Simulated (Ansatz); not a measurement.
## 1,4-phenylene with direct metal-carbon and isocyanide ends, between Cu atomic chains under bias

Aim: the current at finite bias, with the potential solved under it.

Calculated with Ansatz 0.2.0; DFT PBE, plane waves, PAW; relaxation of a junction, electrodes held but for their tips, in the first sound run; inputs show where later runs differ.

This is a report of a sequence of runs, with most program output left out.

## (1) Starting point

The cell holds 48 atoms: 36 Cu, 7 C, 1 N and 4 H. Cell: a = 9.810 Å, b = 6.000 Å, c = 101.534 Å, α = 90.0°, β = 90.0°, γ = 90.0°. Electrodes: Cu atomic chain; the apex atoms were set 9.334 Å apart; the free molecule is [C-]#[N+]c1ccccc1. Regions: lower lead, 18 atoms (18 Cu); bridge, 12 atoms (7 C, 1 N and 4 H); upper lead, 18 atoms (18 Cu). Vacuum lies along a, b and c.

## (2) Relaxing the junction

The bridge and the electrodes' tips relax, while 32 atoms stay at the lead's spacing, so that the ends still repeat as a lead. The cutoff is set under the files' recommended one to save time.

Input file input.yaml:

```yaml
crystal:
  lattice:
    - [9.81, 0.0, 0.0]
    - [0.0, 6.0, 0.0]
    - [0.0, 0.0, 101.5340947052]
  atoms:
    - { symbol: Cu, position: [0.500000251, 0.500000656, 0.0] }
    - { symbol: Cu, position: [0.500000251, 0.500000656, 0.022652489] }
    - { symbol: Cu, position: [0.500000251, 0.500000656, 0.045304979] }
    - { symbol: Cu, position: [0.500000251, 0.500000656, 0.067957468] }
    - { symbol: Cu, position: [0.500000251, 0.500000656, 0.090609957] }
    - { symbol: Cu, position: [0.500000251, 0.500000656, 0.113262447] }
    - { symbol: Cu, position: [0.500000251, 0.500000656, 0.135914936] }
    - { symbol: Cu, position: [0.500000251, 0.500000656, 0.158567426] }
    - { symbol: Cu, position: [0.500000251, 0.500000656, 0.181219915] }
    - { symbol: Cu, position: [0.500000251, 0.500000656, 0.203872404] }
    - { symbol: Cu, position: [0.500000251, 0.500000656, 0.226524894] }
    - { symbol: Cu, position: [0.500000251, 0.500000656, 0.249177383] }
    - { symbol: Cu, position: [0.500000251, 0.500000656, 0.271829872] }
    - { symbol: Cu, position: [0.500000251, 0.500000656, 0.294482362] }
    - { symbol: Cu, position: [0.500000251, 0.500000656, 0.317134851] }
    - { symbol: Cu, position: [0.500000251, 0.500000656, 0.33978734] }
    - { symbol: Cu, position: [0.500000251, 0.500000656, 0.36243983] }
    - { symbol: Cu, position: [0.500000251, 0.500000656, 0.385092319] }
    - { symbol: C, position: [0.500000139, 0.500000506, 0.404861048] }
    - { symbol: C, position: [0.612154109, 0.500000271, 0.411706217] }
    - { symbol: C, position: [0.612514462, 0.499999523, 0.425439411] }
    - { symbol: C, position: [0.500000015, 0.499996972, 0.432141975] }
    - { symbol: C, position: [0.387485567, 0.499998523, 0.425439401] }
    - { symbol: C, position: [0.387846025, 0.500001056, 0.4117062] }
    - { symbol: "N", position: [0.500000041, 0.499996166, 0.44581278] }
    - { symbol: C, position: [0.500000118, 0.499997827, 0.457356663] }
    - { symbol: H, position: [0.699073958, 0.500000478, 0.40631595] }
    - { symbol: H, position: [0.699399552, 0.500001858, 0.430815899] }
    - { symbol: H, position: [0.300600448, 0.499998631, 0.430815896] }
    - { symbol: H, position: [0.30092634, 0.500003834, 0.406315898] }
    - { symbol: Cu, position: [0.500000251, 0.500000656, 0.477022963] }
    - { symbol: Cu, position: [0.500000251, 0.500000656, 0.499675452] }
    - { symbol: Cu, position: [0.500000251, 0.500000656, 0.522327942] }
    - { symbol: Cu, position: [0.500000251, 0.500000656, 0.544980431] }
    - { symbol: Cu, position: [0.500000251, 0.500000656, 0.56763292] }
    - { symbol: Cu, position: [0.500000251, 0.500000656, 0.59028541] }
    - { symbol: Cu, position: [0.500000251, 0.500000656, 0.612937899] }
    - { symbol: Cu, position: [0.500000251, 0.500000656, 0.635590389] }
    - { symbol: Cu, position: [0.500000251, 0.500000656, 0.658242878] }
    - { symbol: Cu, position: [0.500000251, 0.500000656, 0.680895367] }
    - { symbol: Cu, position: [0.500000251, 0.500000656, 0.703547857] }
    - { symbol: Cu, position: [0.500000251, 0.500000656, 0.726200346] }
    - { symbol: Cu, position: [0.500000251, 0.500000656, 0.748852835] }
    - { symbol: Cu, position: [0.500000251, 0.500000656, 0.771505325] }
    - { symbol: Cu, position: [0.500000251, 0.500000656, 0.794157814] }
    - { symbol: Cu, position: [0.500000251, 0.500000656, 0.816810303] }
    - { symbol: Cu, position: [0.500000251, 0.500000656, 0.839462793] }
    - { symbol: Cu, position: [0.500000251, 0.500000656, 0.862115282] }
kpoints:
  mp_grid: { grid: [1, 1, 1] }
scf:
  occupations: { method: fermi_dirac, width: 0.1 }
hamiltonian:
  xc: pbe
relax:
  constraints:
    - { sites: [0, 1, 2, 3, 4, 5, 6, 7, 8, 9, 10, 11, 12, 13, 14, 15, 32, 33, 34, 35, 36, 37, 38, 39, 40, 41, 42, 43, 44, 45, 46, 47] }
  f_tol: 0.07
  max_steps: 30
basis:
  ecutwfc: "340 eV"
```

Launch:

```sh
> ansatz run input.yaml --threads 8 --pin off --max-ram 16384MiB --backend cpu --events-out ev --progress --plain --runs-dir out
```

Wall time 3.6 min (8 threads of Arm Neoverse V1, shared host); peak memory 5.2 GiB; 28 min of CPU time.

This run has no spin polarisation although its electron count is odd.

Relaxation path:

```csv
step,energy less that of the first step (eV),largest force component (eV/Å)
1,0.0000,5.5094
2,-1.8784,1.8756
3,-1.6364,7.9263
4,-2.1189,0.4899
5,-2.0994,2.1099
6,-2.1636,0.1102
7,-2.1712,0.0421
```

Relaxation steps 3, 5 were tried and not accepted.

Forces are held to the 4 operations that the run works with; a distortion that breaks them can't arise in this run.

The atoms that moved most (Å):

```csv
atom,dx,dy,dz,length
H30,-0.212,0.000,0.062,0.221
H27,0.212,0.000,0.061,0.221
H29,-0.201,0.000,0.046,0.206
H28,0.201,0.000,0.046,0.206
Cu18,0.000,0.000,0.121,0.121
C23,-0.115,0.000,0.034,0.120
C21,0.115,0.000,0.034,0.120
Cu31,0.000,0.000,-0.117,0.117
```

This step gave:

| Property | Result |
| --- | --- |
| energy at zero smearing | -240636.3481 eV |

The largest force component on a free atom ends at 0.042 eV/Å, under the limit of 0.07. The apex atoms end 9.10 Å apart, and their nearest bridge atoms lie at 1.88 Å (Cu–C) and 1.83 Å (Cu–C).

## (3) The sweep under bias

This step: DFT PBE, plane waves, PAW; current against voltage, self-consistent under bias (Ansatz 0.2.0).

Vacuum beyond both ends lets the two leads hold different Fermi levels, and the density is solved anew at each bias. Each lead has 18 atoms, since a wire screens slowly.

Input file input.yaml:

```yaml
crystal:
  lattice:
    - [9.81, 0.0, 0.0]
    - [0.0, 6.0, 0.0]
    - [0.0, 0.0, 101.5340947052]
  atoms:
    - { symbol: Cu, position: [0.5, 0.5, 0.0] }
    - { symbol: Cu, position: [0.5, 0.5, 0.022652489] }
    - { symbol: Cu, position: [0.5, 0.5, 0.045304979] }
    - { symbol: Cu, position: [0.5, 0.5, 0.067957468] }
    - { symbol: Cu, position: [0.5, 0.5, 0.090609957] }
    - { symbol: Cu, position: [0.5, 0.5, 0.113262447] }
    - { symbol: Cu, position: [0.5, 0.5, 0.135914936] }
    - { symbol: Cu, position: [0.5, 0.5, 0.158567426] }
    - { symbol: Cu, position: [0.5, 0.5, 0.181219915] }
    - { symbol: Cu, position: [0.5, 0.5, 0.203872404] }
    - { symbol: Cu, position: [0.5, 0.5, 0.226524894] }
    - { symbol: Cu, position: [0.5, 0.5, 0.249177383] }
    - { symbol: Cu, position: [0.5, 0.5, 0.271829872] }
    - { symbol: Cu, position: [0.5, 0.5, 0.294482362] }
    - { symbol: Cu, position: [0.5, 0.5, 0.317134851] }
    - { symbol: Cu, position: [0.5, 0.5, 0.33978734] }
    - { symbol: Cu, position: [0.5, 0.5, 0.3627794421] }
    - { symbol: Cu, position: [0.5, 0.5, 0.3862874326] }
    - { symbol: C, position: [0.5, 0.5, 0.4048510484] }
    - { symbol: C, position: [0.6228809725, 0.5, 0.4120558102] }
    - { symbol: C, position: [0.6242131658, 0.5, 0.4257784527] }
    - { symbol: C, position: [0.5, 0.5, 0.432636949] }
    - { symbol: C, position: [0.3757868342, 0.5, 0.4257784527] }
    - { symbol: C, position: [0.3771190275, 0.5, 0.4120558102] }
    - { symbol: "N", position: [0.5, 0.5, 0.4462498065] }
    - { symbol: C, position: [0.5, 0.5, 0.4578350467] }
    - { symbol: H, position: [0.7207112957, 0.5, 0.406921626] }
    - { symbol: H, position: [0.7198887616, 0.5, 0.4312684027] }
    - { symbol: H, position: [0.2801112384, 0.5, 0.4312684027] }
    - { symbol: H, position: [0.2792887043, 0.5, 0.406921626] }
    - { symbol: Cu, position: [0.5, 0.5, 0.4758723524] }
    - { symbol: Cu, position: [0.5, 0.5, 0.4988968432] }
    - { symbol: Cu, position: [0.5, 0.5, 0.522327942] }
    - { symbol: Cu, position: [0.5, 0.5, 0.544980431] }
    - { symbol: Cu, position: [0.5, 0.5, 0.56763292] }
    - { symbol: Cu, position: [0.5, 0.5, 0.59028541] }
    - { symbol: Cu, position: [0.5, 0.5, 0.612937899] }
    - { symbol: Cu, position: [0.5, 0.5, 0.635590389] }
    - { symbol: Cu, position: [0.5, 0.5, 0.658242878] }
    - { symbol: Cu, position: [0.5, 0.5, 0.680895367] }
    - { symbol: Cu, position: [0.5, 0.5, 0.703547857] }
    - { symbol: Cu, position: [0.5, 0.5, 0.726200346] }
    - { symbol: Cu, position: [0.5, 0.5, 0.748852835] }
    - { symbol: Cu, position: [0.5, 0.5, 0.771505325] }
    - { symbol: Cu, position: [0.5, 0.5, 0.794157814] }
    - { symbol: Cu, position: [0.5, 0.5, 0.816810303] }
    - { symbol: Cu, position: [0.5, 0.5, 0.839462793] }
    - { symbol: Cu, position: [0.5, 0.5, 0.862115282] }
kpoints:
  mp_grid: { grid: [1, 1, 1] }
scf:
  occupations: { method: fermi_dirac, width: 0.1 }
hamiltonian:
  xc: pbe
output:
  current_voltage:
    leads: [[11, 12], [35, 36]]
    bias: [0.5, 1.0, -0.5, -1.0]
    electrode_ends: [17, 30]
    kmesh: [1, 1]
  write_potential: true
  write_density: true
  volumetric_format: npy
basis:
  ecutwfc: "340 eV"
```

Run time: 80 min. Hardware: 8 threads; peak memory 9.5 GiB.

Numbers from this step:

```
conductance at zero bias    : 0.001617 G₀
current at the highest bias : 0.1272 μA
largest misfit of the leads : 170.8 meV
```

Cell area 58.860 Å^2. Current through one cell against bias:

```csv
bias (V),current through one cell (nA)
-1.000,-22.5
-0.500,-29.1
0.000,0
0.500,56.4
1.000,127
```

Bias 0 V. Table of transmission and channels at 0 V by energy, zero at the mean Fermi level:

```csv
energy (eV),transmission,"channels, lower lead","channels, upper lead"
-0.259,0.0126,4,4
-0.233,0.0114,4,4
-0.207,0.0108,4,4
-0.181,0.0108,4,4
-0.155,0.0110,4,4
-0.129,0.0109,4,4
-0.103,0.00893,4,4
-0.078,0.00547,4,4
-0.052,0.00276,4,4
-0.026,0.00150,4,3
0.000,1.0e-3,3,3
0.026,7.8e-4,3,1
0.052,6.7e-4,1,1
0.078,5.8e-4,1,1
0.103,5.0e-4,1,1
0.129,4.3e-4,1,1
0.155,3.7e-4,1,1
0.181,3.3e-4,1,1
0.207,2.9e-4,1,1
0.233,2.5e-4,1,1
0.259,2.2e-4,1,1
```

Bias 1 V. The transmission and channels at 1 V by energy, zero at the mean Fermi level:

```csv
energy (eV),transmission,"channels, lower lead","channels, upper lead"
-0.776,0.140,3,4
-0.724,0.129,3,4
-0.672,0.153,3,4
-0.646,0.166,3,4
-0.620,0.157,3,4
-0.569,0.0685,3,4
-0.517,0.0143,4,3
-0.465,0.00231,4,1
-0.414,0.00219,4,1
-0.336,0.00164,4,1
-0.284,0.00216,4,1
-0.233,0.00214,6,1
-0.181,0.00179,6,1
-0.129,0.00130,6,1
-0.078,9.9e-4,6,1
-0.026,8.3e-4,6,1
0.000,7.9e-4,6,1
0.026,7.7e-4,6,1
0.078,7.4e-4,6,1
0.129,6.8e-4,6,1
0.181,6.2e-4,4,1
0.233,5.7e-4,4,1
0.284,5.2e-4,4,1
0.336,4.9e-4,4,1
0.414,4.3e-4,4,1
0.465,3.6e-4,4,1
0.517,2.9e-4,3,1
0.569,2.4e-4,1,1
0.620,1.9e-4,1,1
0.672,1.5e-4,1,1
0.724,1.2e-4,1,1
0.776,1.0e-4,1,1
```

Bias -0.5 V. The transmission and channels at -0.5 V by energy, zero at the mean Fermi level:

```csv
energy (eV),transmission,"channels, lower lead","channels, upper lead"
-0.517,0.0259,4,6
-0.491,0.0260,4,6
-0.465,0.0266,4,6
-0.439,0.0279,4,6
-0.414,0.0295,4,6
-0.388,0.0305,4,6
-0.362,0.0284,4,6
-0.310,0.0120,4,6
-0.284,0.00601,4,6
-0.259,0.00297,3,6
-0.233,0.00153,3,6
-0.207,7.4e-4,2,6
-0.181,6.1e-4,1,6
-0.155,6.3e-4,1,6
-0.129,6.4e-4,1,4
-0.103,6.4e-4,1,4
-0.078,6.4e-4,1,4
-0.052,6.2e-4,1,4
-0.026,5.9e-4,1,4
0.000,5.5e-4,1,4
0.026,5.1e-4,1,4
0.052,4.6e-4,1,4
0.078,4.2e-4,1,4
0.103,3.8e-4,1,4
0.129,3.4e-4,1,4
0.155,3.0e-4,1,4
0.181,2.7e-4,1,4
0.207,2.4e-4,1,3
0.233,2.1e-4,1,3
0.259,1.9e-4,1,3
0.284,1.7e-4,1,1
0.310,1.5e-4,1,1
0.362,1.2e-4,1,1
0.388,1.1e-4,1,1
0.414,1.0e-4,1,1
0.439,9.3e-5,1,1
0.465,8.5e-5,1,1
0.491,7.8e-5,1,1
0.517,7.2e-5,1,1
```

Bias -1 V. Table of transmission and channels at -1 V by energy, zero at the mean Fermi level:

```csv
energy (eV),transmission,"channels, lower lead","channels, upper lead"
-0.776,0.0174,4,3
-0.724,0.0140,4,3
-0.672,0.0132,4,3
-0.620,0.0126,4,3
-0.569,0.00635,4,3
-0.517,0.00209,3,4
-0.465,8.8e-4,3,4
-0.414,5.4e-4,1,4
-0.336,3.5e-4,1,4
-0.284,2.5e-4,1,5
-0.233,2.0e-4,1,6
-0.181,1.6e-4,1,6
-0.129,1.4e-4,1,6
-0.078,1.4e-4,1,6
-0.026,1.4e-4,1,6
0.000,1.5e-4,1,6
0.026,1.6e-4,1,6
0.078,1.8e-4,1,6
0.129,2.0e-4,1,4
0.181,2.1e-4,1,4
0.233,2.0e-4,1,4
0.284,1.8e-4,1,4
0.336,1.5e-4,1,4
0.414,1.1e-4,1,4
0.465,9.1e-5,1,3
0.517,7.4e-5,1,1
0.569,5.9e-5,1,1
0.620,4.8e-5,1,1
0.672,3.9e-5,1,1
0.724,3.2e-5,1,1
0.776,2.6e-5,1,1
```

Hartree potential energy less that at 0 V, planar mean against z:

```csv
z (Å),0.5 V (eV),1 V (eV),-0.5 V (eV),-1 V (eV)
-5,0.0650,0.132,-0.0688,-0.135
0,0.217,0.434,-0.214,-0.431
5,0.241,0.481,-0.239,-0.481
10,0.244,0.489,-0.245,-0.490
15,0.245,0.490,-0.244,-0.488
20,0.245,0.491,-0.243,-0.486
25,0.245,0.491,-0.245,-0.491
30,0.243,0.487,-0.244,-0.488
35,0.233,0.465,-0.234,-0.468
40,0.163,0.322,-0.166,-0.335
45,-0.00142,-0.00265,0.00230,0.00580
50,-0.215,-0.429,0.214,0.427
55,-0.247,-0.495,0.246,0.492
60,-0.252,-0.504,0.251,0.503
65,-0.252,-0.503,0.253,0.505
70,-0.251,-0.502,0.254,0.508
75,-0.254,-0.508,0.254,0.508
80,-0.252,-0.504,0.252,0.505
85,-0.240,-0.484,0.243,0.486
90,-0.166,-0.330,0.164,0.330
```

The electron density less that at 0 V, planar mean (0.5 V) oscillates, so the rows of the table below give means over windows of 5 Å about each position, cut where the curve ends. Its first 14 maxima inside the range that stand out by 2 % of the span (Å: e/Å³): -0.8: 8.8e-5, 3.2: 1.5e-5, 20.8: 7.3e-6, 24.2: 1.1e-5, 28.9: 1.6e-5, 33.3: 2.7e-5, 37.0: 8.1e-5, 40.5: 1.0e-4, 41.9: 5.1e-5, 42.9: 4.9e-5, 43.9: 1.7e-4, 46.3: 1.5e-4, 47.3: -1.6e-5, 48.6: 7.5e-5. Its first 14 minima: 1.5: -9.2e-7, 18.0: -4.0e-6, 22.6: -9.4e-6, 26.6: -1.3e-5, 31.0: -1.7e-5, 34.8: -2.5e-5, 38.8: -8.0e-5, 41.1: -2.4e-4, 42.2: 1.4e-5, 43.2: -7.9e-5, 45.5: -1.3e-4, 46.9: -4.7e-5, 47.6: -3.5e-5, 49.2: -1.9e-4.

Electron density less that at 0 V, planar mean against z; means over each step:

```csv
z (Å),0.5 V (e/Å³),1 V (e/Å³),-0.5 V (e/Å³),-1 V (e/Å³)
-5,1.2e-6,2.5e-6,-2.8e-6,-4.7e-6
0,3.3e-5,6.5e-5,-3.0e-5,-6.2e-5
5,5.1e-6,1.0e-5,-5.5e-6,-1.1e-5
10,5.1e-7,1.0e-6,-8.4e-7,-2.6e-6
15,3.1e-7,7.1e-7,-3.1e-7,-2.3e-7
20,-8.0e-7,-1.6e-6,1.5e-6,3.8e-6
25,-1.1e-6,-2.3e-6,3.7e-7,3.3e-7
30,2.0e-6,3.7e-6,-2.2e-6,-4.6e-6
35,1.7e-5,3.6e-5,-1.7e-5,-3.3e-5
40,1.1e-5,2.0e-5,-1.2e-5,-2.5e-5
45,2.1e-5,4.3e-5,-1.9e-5,-3.6e-5
50,-3.9e-5,-7.9e-5,3.8e-5,7.5e-5
55,-9.3e-6,-1.8e-5,9.6e-6,2.0e-5
60,-3.7e-6,-7.2e-6,3.5e-6,6.8e-6
65,-1.7e-6,-3.4e-6,2.6e-7,6.5e-7
70,3.4e-6,6.5e-6,-9.5e-7,-2.2e-6
75,-9.9e-7,-2.3e-6,3.0e-7,7.1e-7
80,-1.8e-6,-1.9e-6,1.2e-6,2.4e-6
85,-8.0e-6,-1.9e-5,1.0e-5,2.0e-5
90,-2.9e-5,-5.6e-5,2.8e-5,5.6e-5
```

By hand: at 1 V the window reaches from -0.5 to 0.5 eV, and the mean transmission a spin over it is 0.00124. With sharp Fermi edges I = G0 × V × T̄ = 77.48 μS × 1 V × 0.00124 = 0.0964 μA, against 0.127 μA from the program at 300 K. The two differ where T is steep or peaked near the window's edges, through thermal tails or peaks between the kept energies.

The zero-bias conductance is 0.00162 G₀; current over voltage goes 2.9e-4 at -1 V, 7.5e-4 at -0.5 V, 0.00146 at +0.5 V and 0.00164 at +1 V in the same unit. The leads' misfit reaches 171 meV.

## (4) Current against voltage

This step: DFT PBE, plane waves, PAW; current against voltage, self-consistent under bias; changed: output.current_voltage.bias = [5], scf.max_iter = 80 (Ansatz 0.2.0).

The input of the bias sweep is made doubtful on purpose.

Changes to input.yaml since step 3:

```diff
@@ -58,2 +58,3 @@
   occupations: { method: fermi_dirac, width: 0.1 }
+  max_iter: 80
 hamiltonian:
@@ -63,3 +64,3 @@
     leads: [[11, 12], [35, 36]]
-    bias: [0.5, 1.0, -0.5, -1.0]
+    bias: [5]
     electrode_ends: [17, 30]
```

Wall time 0.05 s (8 threads); peak memory 0.077 GiB.

The input was rejected at the start.

The program's message: “Error: invalid value for `output.current_voltage.bias`: must be finite and in [-4, 4]; got 5 V”

The change that led to it: output.current_voltage.bias = [5].

## (5) What came out

| Property | Result |
| --- | --- |
| conductance at zero bias | 0.00162 G₀ |
| current at -1 V | -0.0225 μA |
| current at -0.5 V | -0.0291 μA |
| current at +0.5 V | 0.0564 μA |
| current at +1 V | 0.127 μA |

The junction conducts 0.00162 G₀ at zero bias and carries 0.127 μA at 1.00 V. At 1.00 V the current is 1.01 times what the zero-bias conductance would give; over all biases of the sweep that ratio lies between 0.18 and 1.0. The size of the current falls between two biases of one sign, a negative differential resistance; band edges of the leads or a resonance that moves with one lead can cause it. Of the 1.00 V, 0.99 V drops at the junction. The leads' misfit reaches 171 meV, above the few hundredths of an eV that the manual allows, so the currents are rough. The rectification ratio at ±1.0 V is 5.66. A wire screens slowly, so the current depends on the leads' length and the box width; neither was converged here. Semilocal functionals put a molecule's frontier levels too near the Fermi level, so conductances off resonance usually come out too high. Transport is coherent and elastic here: the atoms are frozen, so scattering by vibrations plays no part. A cutoff under the files' recommended one was taken to save time; its effect on T(E) was not tested here. A cell with an odd number of electrons ran without spin; a level of the scatterer near the Fermi level could split if spin were allowed.

[Logs are printed without paths, hosts, clocks, repeated set-up lines and the standing remarks that a program may print on its own settings, such as how far it seeks lower states.]

[Hosts, paths, dates, database ids (printed as entryN), source tags and the programs' standing remarks are cut or masked in the printed files.]
